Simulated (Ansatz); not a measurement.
# Sc3BC (built on the sites of a database entry of Sc3InC): phonons and vibrational spectra, part 2 of 2

Aim: the vibrations of Sc3BC (built on the sites of a database entry of Sc3InC), their spectra, and whether the structure is stable.

Ansatz 0.2.0; DFT LDA, scalar-relativistic, plane waves, PAW.

So far. Step 4 (Relaxing to small forces for the phonons): The forces vanish by symmetry and the pressure is -0.008 GPa, within the tolerances set. The cell now holds 15.53 Å³/atom. Step 5 (Zone-centre response): Before it was imposed, the acoustic sum rule was missed by 3.0e-5 eV/Å². Small misses are needed for a sound result but don't prove that mesh and cutoff are converged. The lowest optical mode is imaginary, 126.7i cm⁻¹, so the energy falls along it. The relaxed cell has a = 4.267 Å (conventional setting).

The structure was built from a prototype and need not be the compound's stable phase.

### 6. The dispersion

Stability and thermal properties need the whole zone. Linear response on a 4×4×4 q mesh gives force constants as far as a supercell of that size would.

input.yaml

```yaml
crystal:
  lattice:
    - [4.2666960729, 0.0, 0.0]
    - [0.0, 4.2666960729, 0.0]
    - [0.0, 0.0, 4.2666960729]
  atoms:
    - { symbol: Sc, position: [0.5, 0.0, 0.5] }
    - { symbol: Sc, position: [0.0, 0.5, 0.5] }
    - { symbol: Sc, position: [0.5, 0.5, 0.0] }
    - { symbol: B, position: [0.0, 0.0, 0.0] }
    - { symbol: C, position: [0.5, 0.5, 0.5] }
kpoints:
  mp_grid: { grid: [8, 8, 8] }
hamiltonian:
  xc: lda
scf:
  occupations: { method: methfessel_paxton, width: 0.2 }
output:
  eigenvalues: true
phonons:
  method: dfpt
  qmesh: [4, 4, 4]
  temperatures: { t_max: 1000, t_step: 50 }
  qpath:
    path:
      - [[0.0, 0.0, 0.0], [0.0, 0.5, 0.0], [0.5, 0.5, 0.0], [0.0, 0.0, 0.0], [0.5, 0.5, 0.5], [0.0, 0.5, 0.0]]
      - [[0.5, 0.5, 0.5], [0.5, 0.5, 0.0]]
    npoints: 10
```

Command:

```bash
$ ansatz run input.yaml --threads 8 --pin off --max-ram 14336MiB --backend cpu --events-out ev --progress --plain --runs-dir out
```

Numbers of over 12 decimals in the logs are rounded to 6 here.

The program printed:

```text
[...]
Crystal: 5 atoms, lattice volume = 77.674 Å³
Basis set: ecut = 420 eV, 1503 PW (Γ), exchange–correlation on 60×60×60 points (8 copies of the dense FFT grid, shifted against one another)
Bands: 25, of which v1, the nominal top of the filled ones, is band 20 counted from 1 (19 counted from 0)
Symmetry: 48 space group operations
k-points: 35 of 512
[...]
SCF iter   1: F=—  HF=-6660.663934 eV  |F-HF|=—  |Δ(HF+E_count)|=         —  Δρ=1.06e-2  dr2=1.77e-1  ethr=1.77e-3  ⟨swp⟩=4.1  Hψ=3513  notcnv=0
[...]
SCF iter  10: F=-6660.618243 eV  HF=-6660.618243 eV  |F-HF|=0.00e0  |Δ(HF+E_count)|=  9.09e-13  S|Δr|=    0.00e0  Δρ=4.39e-8  dr2=1.36e-12  ethr=1.00e-12  ⟨swp⟩=7.0  Hψ=3336  notcnv=0
SCF 1 converged in 10 iterations: F = -6660.618243 eV  dr2 = 1.36e-12
[...]
SCF iter   1: F=—  HF=-6660.618244 eV  |F-HF|=—  |Δ(HF+E_count)|=         —  Δρ=6.51e-8  dr2=3.62e-12  ethr=1.18e-8  ⟨swp⟩=3.6  Hψ=6061  notcnv=0
eigensolver tolerance schedule: the retry pair's looser diagonalisation over-reported the residual by 1297634.89 of it (diagonalisation noise at an unbounded share of the residual, at the tolerance the schedule requests for it); recorded, not acted on — ethr = c·dr2/N_el stays at c = 1.0e-1
[...]
SCF iter   2: F=—  HF=-6660.618243 eV  |F-HF|=—  |Δ(HF+E_count)|=   1.64e-6  S|Δr|=    0.00e0  Δρ=3.90e-8  dr2=1.37e-12  ethr=1.00e-12  ⟨swp⟩=4.3  Hψ=2692  notcnv=0
SCF iter   3: F=-6660.618243 eV  HF=-6660.618243 eV  |F-HF|=2.73e-12  |Δ(HF+E_count)|=    0.00e0  S|Δr|=    0.00e0  Δρ=2.92e-8  dr2=7.11e-13  ethr=1.00e-12  ⟨swp⟩=1.0  Hψ=1897  notcnv=0
SCF 2 converged in 3 iterations: F = -6660.618243 eV  dr2 = 7.11e-13
[...]
k-points: 75 of 512 (irreducible under 8 space group operations, time reversal used)
[...]
SCF iter   7: F=-6660.619772 eV  HF=-6660.619772 eV  |F-HF|=9.09e-13  |Δ(HF+E_count)|=  1.82e-11  Δρ=9.67e-8  dr2=5.69e-12  ethr=1.00e-12  ⟨swp⟩=7.3  Hψ=5516  notcnv=0
WARN: a fill by count may have filled part of one level: at k-index 0 the highest filled band, 9.771803 eV, and the lowest empty band, 9.771803 eV, stand 1.243e-14 eV apart, within the solve's uncertainty, 1.000e-5 eV. If they are one level, whatever splits it, however little, can move the result. A smearing (`scf.occupations.method` with a `width`) well over the split that the run's distortions make, where the deck  [...]
SCF 3 converged in 7 iterations: F = -6660.619772 eV  dr2 = 5.69e-12
NSCF: frozen V_eff on 51 k-points
[...]
DFPT response loops at q = (0, 0, 0) (fractional): preconditioner auto → Kerker (q_TF=auto, 2.443 Å⁻¹) (partly filled bands, converged f_vac=0.000); β = 1.00, the filter's whole step (`scf.mixing.beta` (0.50) is not read by the response loops under this deck's `scf.mixing.preconditioner`; to damp them name `kerker` or `kerker_dos`, under which they read `scf.mixing.beta`, and type it under 1.00, their step now; both keys bind the ground state too); Broyden in place of MSR1
[...]
SCF converged after 10 iterations
[...]
Free energy (F): -6660.618243 eV
[...]
Internal energy: -6660.627026 eV  (E = F + TS)
E sigma→0 (E₀):  -6660.620439 eV
Entropy (-TS):   0.008784 eV (1.757 meV/atom)
Fermi energy:    9.779265 eV
[...]
--- Band table (eV; the first three rows and the last of 35) ---
  k-point 0: bands = [... 16 lower, 9.2150, 9.7001, 9.7001, 9.7695, 9.7695, 9.7695, 11.8591, 11.8591, ... 1 higher]
  k-point 1: bands = [... 16 lower, 9.0851, 9.7157, 9.7355, 9.7355, 9.8182, 9.8377, 11.4624, 11.9762, ... 1 higher]
  k-point 2: bands = [... 16 lower, 8.8466, 9.0017, 9.6110, 9.6110, 9.9465, 10.2198, 11.4436, 12.2906, ... 1 higher]
  k-point 34: bands = [... 16 lower, 5.8338, 9.3752, 9.3752, 9.3752, 11.6671, 11.6671, 11.6671, 11.8513, ... 1 higher]
--- Phonons (Γ-DFPT): 4 representative perturbations + reference (Σ response iterations 12) ---
  ASR residual: 3.194e-5 → 0.000e0 eV/Å²; symmetrization residual: 1.315e-6 eV/Å²
  ASR residual per site (eV/Å²): 1.63e-5 1.63e-5 1.63e-5 1.96e-5 3.19e-5
[...]
--- Phonons (arbitrary-q DFPT): 10 irreducible q on the 4×4×4 mesh ---
  q = [0.0000, 0.0000, 0.0000] (star 1, of the zone-centre solve; hermiticity 1.38e-7, symmetrization 6.81e-13): -126.69 -126.69 -126.69 -0.00 -0.00 0.00 114.26 114.26 114.26 329.53 329.53 329.53 547.39 547.39 547.39
  q = [0.0000, 0.0000, 0.2500] (star 6, 9 solved perturbations in 1560 linear systems a pass and spin channel, the states on 200 of 512 k-point pairs; hermiticity 3.42e-7, symmetrization 4.03e-13): -94.05 -94.05 81.03 81.03 112.85 130.65 130.65 146.53 191.15 310.60 310.60 365.78 570.62 570.62 635.52
[...]
q = [0.0000, 0.2500, -0.5000] (star 12, 15 solved perturbations on 200 of 512 k-point pairs; hermiticity 2.08e-7, symmetrization 6.72e-15): -86.86 47.75 74.59 88.28 108.67 173.58 220.17 229.15 239.96 269.93 334.42 416.58 588.93 622.27 660.49
[...]
sum rule: each row above includes the acoustic sum rule's correction from the zone centre's row sums; it moved no ω² by more than (0.85 cm⁻¹)²
  mesh force constants: q→R imaginary residual 3.40e-19; ASR residual 3.194e-5 → 0.000e0 eV/Å²; symmetrization residual 1.243e-14 eV/Å²
  interpolated dispersion: 62 rows × 15 modes
  density of states and harmonic sums: on the 16×16×16 q-mesh, interpolated from the force constants of a 4×4×4 supercell (no non-analytic term)
  largest difference from the sums on the solved wave vectors: F 3.74e-2 eV, S 4.92e-5 and C_V 1.22e-5 eV/K
  zero-point energy: 0.246182 eV/cell   skipped modes (ω ≤ 0): 341, of them read as no rigid motion or as one in doubt: 338 (1.987e0 modes/cell left out, lowest -131.21 cm⁻¹)   left out of the sums: 1.33e-1 of the cell's modes: C_V's classical limit lies that fraction below 3 k_B per atom; for a crystal, a wire or a layer, F and S can be off by more, and a phonons.interpolated_qmesh denser along its periods is the remedy for the sampling
```

Run time: 4.2 min. Hardware: 8 threads of Intel Xeon Platinum 8488C (Sapphire Rapids), shared host; peak memory 2.7 GiB.

Numbers from this step:

| Item | Value |
| --- | --- |
| sum-rule residual before enforcement | 3.19e-5 eV/Å² |
| lowest frequency on the path | -131.2 cm⁻¹ |
| highest frequency on the path or at a solved wavevector | 666.2 cm⁻¹ |
| lowest mode on the q mesh (acoustic modes at Γ apart) | -131.2 cm⁻¹ |

Frequencies (cm⁻¹) solved at each irreducible wavevector; negative means imaginary. Frequencies by wavevector, by row:

```tsv
q in reciprocal lattice units	star	mode 1	mode 2	mode 3	mode 4	mode 13	mode 14	mode 15
0 0 0	1	-126.7	-126.7	-126.7	0	547.4	547.4	547.4
0 0 0.25	6	-94	-94	81	81	570.6	570.6	635.5
0 0 -0.5	3	-41	-41	83.3	83.3	587.3	587.3	666.2
0 0.25 0.25	12	-73	-48	67.5	98.9	579.2	610.8	642.7
0 0.25 -0.5	12	-86.9	47.8	74.6	88.3	588.9	622.3	660.5
0 -0.5 -0.5	3	-131.2	49.1	49.1	136.9	592.3	652.7	652.7
0.25 0.25 0.25	8	-59.8	-59.8	21.2	72.3	614.2	614.2	649.2
0.25 0.25 -0.5	12	-87.5	-79	-20	30.3	618	632.2	658.1
0.25 -0.5 -0.5	6	-128.8	-86.1	-86.1	92.1	626.9	653.9	653.9
-0.5 -0.5 -0.5	1	-129.3	-129.3	-129.3	46.3	653.9	653.9	653.9
```

Interpolated from a 4×4×4 q mesh. The phonon branches at the labelled points (cm⁻¹):

```tsv
point	branch 1	branch 2	branch 3	branch 4	branch 12	branch 13	branch 14	branch 15
Γ	-127	-127	-127	0	330	547	547	547
halfway	-94	-94	81	81	366	571	571	636
X	-41	-41	83	83	407	587	587	666
halfway	-87	48	75	88	417	589	622	660
M	-131	49	49	137	449	592	653	653
halfway	-73	-48	68	99	375	579	611	643
Γ	-127	-127	-127	0	330	547	547	547
halfway	-60	-60	21	72	388	614	614	649
R	-129	-129	-129	46	482	654	654	654
halfway	-88	-79	-20	30	426	618	632	658
X	-41	-41	83	83	407	587	587	666
jump to R	-129	-129	-129	46	482	654	654	654
halfway	-129	-86	-86	92	456	627	654	654
M	-131	49	49	137	449	592	653	653
```

Tetrahedra on a 16×16×16 mesh, mean over bins of 10 cm-1. Interpolated from a 4×4×4 q mesh. The phonon density of states by wavenumber; read off at these points:

```tsv
wavenumber (cm⁻¹)	phonon density of states (1/cm⁻¹/cell)
-135	1.1e-4
-105	0.0172
-75	0.0281
-55	0.0168
-25	0.0072
5	0.00606
35	0.0125
55	0.0239
85	0.0500
115	0.0386
145	0.0195
155	0.0332
165	0.0278
195	0.0158
225	0.0394
255	0.0262
275	0.0251
305	0.0223
335	0.0314
365	0.00506
385	0.00745
415	0.0124
445	0.00846
475	9.2e-4
495	0
525	0
555	0.00242
585	0.0326
595	0.0376
605	0.0266
635	0.0235
655	0.0706
665	0.0145
```

The partial phonon density of states has structure finer than the step of the table below, so its rows give means over 25 cm⁻¹, whole bins alone (the curve runs from -139 to 696 cm⁻¹). Peaks (cm⁻¹: height): B -70.8: 0.00752, 86.8: 0.00926, 160.3: 0.0142, 228.6: 0.0204; C 591.1: 0.0304, 654.2: 0.0526; Sc -76.1: 0.0238, 86.8: 0.0349, 160.3: 0.0161, 344.2: 0.0298, 407.3: 0.0132, 591.1: 0.00688.

Phonopy on the run's constants, 13x13x13 mesh, Gaussian sigma 6.0 cm-1. Interpolated from a 4×4×4 q mesh. The partial phonon density of states by wavenumber; means over each step; values in 1/cm⁻¹/cell:

```tsv
wavenumber (cm⁻¹)	B	C	Sc
-125	6.6e-4	1.4e-5	0.00915
-100	0.00292	2.7e-5	0.0148
-75	0.00651	1.4e-5	0.0194
-50	0.00511	9.6e-6	0.0115
-25	0.00267	7.0e-7	0.00576
0	4.3e-4	4.2e-6	0.00159
25	0.00337	3.1e-5	0.00666
50	0.00799	1.1e-4	0.0160
75	0.00870	3.9e-4	0.0265
100	0.00768	3.7e-4	0.0315
125	0.00559	2.6e-4	0.0201
150	0.0104	3.9e-4	0.0136
175	0.00764	2.8e-4	0.0111
200	0.00637	2.7e-4	0.0106
225	0.0173	6.1e-4	0.0150
250	0.0119	6.3e-4	0.0169
275	0.00656	0.00179	0.0184
300	0.00349	0.00267	0.0187
325	0.00234	0.00245	0.0233
350	0.00110	9.9e-4	0.0228
375	2.8e-4	5.5e-4	0.00601
400	2.8e-4	6.9e-4	0.0107
425	4.9e-5	6.2e-4	0.0102
450	2.6e-7	2.8e-4	0.00570
475	0	4.0e-5	0.00106
500	0	0	1.8e-5
525	0	8.6e-6	1.7e-6
550	1.3e-5	0.00157	3.9e-4
575	5.4e-5	0.0131	0.00311
600	1.1e-4	0.0256	0.00511
625	1.6e-4	0.0212	0.00231
650	2.9e-4	0.0376	0.00171
675	4.5e-5	0.00737	2.0e-4
```

Symmetry leaves 10 wavevectors to solve. The lowest mode among them, the acoustic zeros apart, lies at q = (0, -0.5, -0.5) and is imaginary, 131.2i cm⁻¹, so the energy falls along it.

### 7. Another isotope, element B, natural mass 10.81 amu

An isotope changes the mass and not the force constants, so no new electronic calculation is needed; the shifts show which modes move this element.

The same force constants with the mass of B changed from 10.810 to 10.013 u (phonopy, no LO-TO term). Both lists are sorted by frequency; levels can cross, so a row need not hold one and the same mode. Modes under 3 cm⁻¹ are left out. Isotope shifts, by row, the first 40 of 57 rows:

```tsv
q	rank	natural mass (cm⁻¹)	changed mass (cm⁻¹)
0 0 0	1	-126.7	-130.5
0 0 0	2	-126.7	-130.5
0 0 0	3	-126.7	-130.5
0 0 0	7	114.3	114.3
0 0 0	8	114.3	114.3
0 0 0	9	114.3	114.3
0 0 0	10	329.5	331.3
0 0 0	11	329.5	331.3
0 0 0	12	329.5	331.3
0 0 0	13	547.4	547.6
0 0 0	14	547.4	547.6
0 0 0	15	547.4	547.6
0 0 0.25	1	-94.05	-96.41
0 0 0.25	2	-94.05	-96.41
0 0 0.25	3	81.03	81.45
0 0 0.25	4	81.03	81.45
0 0 0.25	5	112.8	112.8
0 0 0.25	6	130.7	131.2
0 0 0.25	7	130.7	131.2
0 0 0.25	8	146.5	146.5
0 0 0.25	9	191.2	197.8
0 0 0.25	10	310.6	311.9
0 0 0.25	11	310.6	311.9
0 0 0.25	12	365.8	367.3
0 0 0.25	13	570.6	570.7
0 0 0.25	14	570.6	570.7
0 0 0.25	15	635.5	635.5
0 0 -0.5	1	-41	-41.96
0 0 -0.5	2	-41	-41.96
0 0 -0.5	3	83.33	83.33
0 0 -0.5	4	83.33	83.33
0 0 -0.5	5	114.1	114.1
0 0 -0.5	6	184.7	187.4
0 0 -0.5	7	184.7	187.6
0 0 -0.5	8	187.4	187.6
0 0 -0.5	9	233.4	241.8
0 0 -0.5	10	280.9	280.9
0 0 -0.5	11	280.9	280.9
0 0 -0.5	12	407.3	408.6
0 0 -0.5	13	587.3	587.3
```

A mode of this element alone would shift by +3.90 %. The highest zone-centre frequency without the field goes from 547.4 to 547.6 cm⁻¹ (+0.0 %).

### 8. Another isotope, element C, natural mass 12.011 amu

The same for C, from 12.01 to 13.00 u.

The same force constants with the mass of C changed from 12.011 to 13.003 u (phonopy, no LO-TO term). Both lists are sorted by frequency; levels can cross, so a row need not hold one and the same mode. Modes under 3 cm⁻¹ are left out. Isotope shifts, by row, the first 40 of 57 rows:

```tsv
q	rank	natural mass (cm⁻¹)	changed mass (cm⁻¹)
0 0 0	1	-126.7	-126.5
0 0 0	2	-126.7	-126.5
0 0 0	3	-126.7	-126.5
0 0 0	7	114.3	114.3
0 0 0	8	114.3	114.3
0 0 0	9	114.3	114.3
0 0 0	10	329.5	328
0 0 0	11	329.5	328
0 0 0	12	329.5	328
0 0 0	13	547.4	530.8
0 0 0	14	547.4	530.8
0 0 0	15	547.4	530.8
0 0 0.25	1	-94.05	-94.04
0 0 0.25	2	-94.05	-94.04
0 0 0.25	3	81.03	80.84
0 0 0.25	4	81.03	80.84
0 0 0.25	5	112.8	112.8
0 0 0.25	6	130.7	130.6
0 0 0.25	7	130.7	130.6
0 0 0.25	8	146.5	146.4
0 0 0.25	9	191.2	191.1
0 0 0.25	10	310.6	308.9
0 0 0.25	11	310.6	308.9
0 0 0.25	12	365.8	364.7
0 0 0.25	13	570.6	553.2
0 0 0.25	14	570.6	553.2
0 0 0.25	15	635.5	613.3
0 0 -0.5	1	-41	-41
0 0 -0.5	2	-41	-41
0 0 -0.5	3	83.33	83.25
0 0 -0.5	4	83.33	83.25
0 0 -0.5	5	114.1	114.1
0 0 -0.5	6	184.7	184.7
0 0 -0.5	7	184.7	184.7
0 0 -0.5	8	187.4	187.3
0 0 -0.5	9	233.4	233.4
0 0 -0.5	10	280.9	278.8
0 0 -0.5	11	280.9	278.8
0 0 -0.5	12	407.3	407.3
0 0 -0.5	13	587.3	569.2
```

A mode of this element alone would shift by -3.89 %. The highest zone-centre frequency without the field goes from 547.4 to 530.8 cm⁻¹ (-3.0 %).

### 9. Results

- space group after relaxation (within 0.01 Å): Pm-3m
- volume per atom: 15.5 Å³
- electronic character: no gap on this mesh
- highest optical mode at the zone centre (no LO-TO term): 547 cm⁻¹
- lowest optical zone-centre mode: -127 cm⁻¹
- lowest mode on the q mesh (acoustic modes at Γ apart): -131 cm⁻¹
- highest frequency on the path or at a solved wavevector: 666 cm⁻¹
- imaginary modes on the 4×4×4 q mesh: yes

**Reading.** Modes are clearly imaginary (beyond 10i cm⁻¹) at 10 of the 10 irreducible wavevectors, most at q = (0, -0.5, -0.5) (131.2i cm⁻¹), so this structure is not a minimum of the energy. The optical modes at Γ span -127 to 547 cm⁻¹ (negative means imaginary). The highest mode in this list at Γ, 547.4 cm⁻¹, is mostly motion of C (79 % of the kinetic energy). With no gap, or one that is small against the smearing, the frequencies hang on the k mesh and the smearing, most of all near Kohn anomalies. The starting cell was built on a prototype and not taken from a measurement, so the phase need not exist. These are harmonic frequencies at zero temperature: anharmonic shifts, linewidths and thermal expansion are left out.

[Logs are printed without paths, hosts, clocks, repeated set-up lines and the standing remarks that a program may print on its own settings, such as how far it seeks lower states.]

[Hosts, paths, dates, database ids (printed as entryN), source tags and the programs' standing remarks are cut or masked in the printed files.]
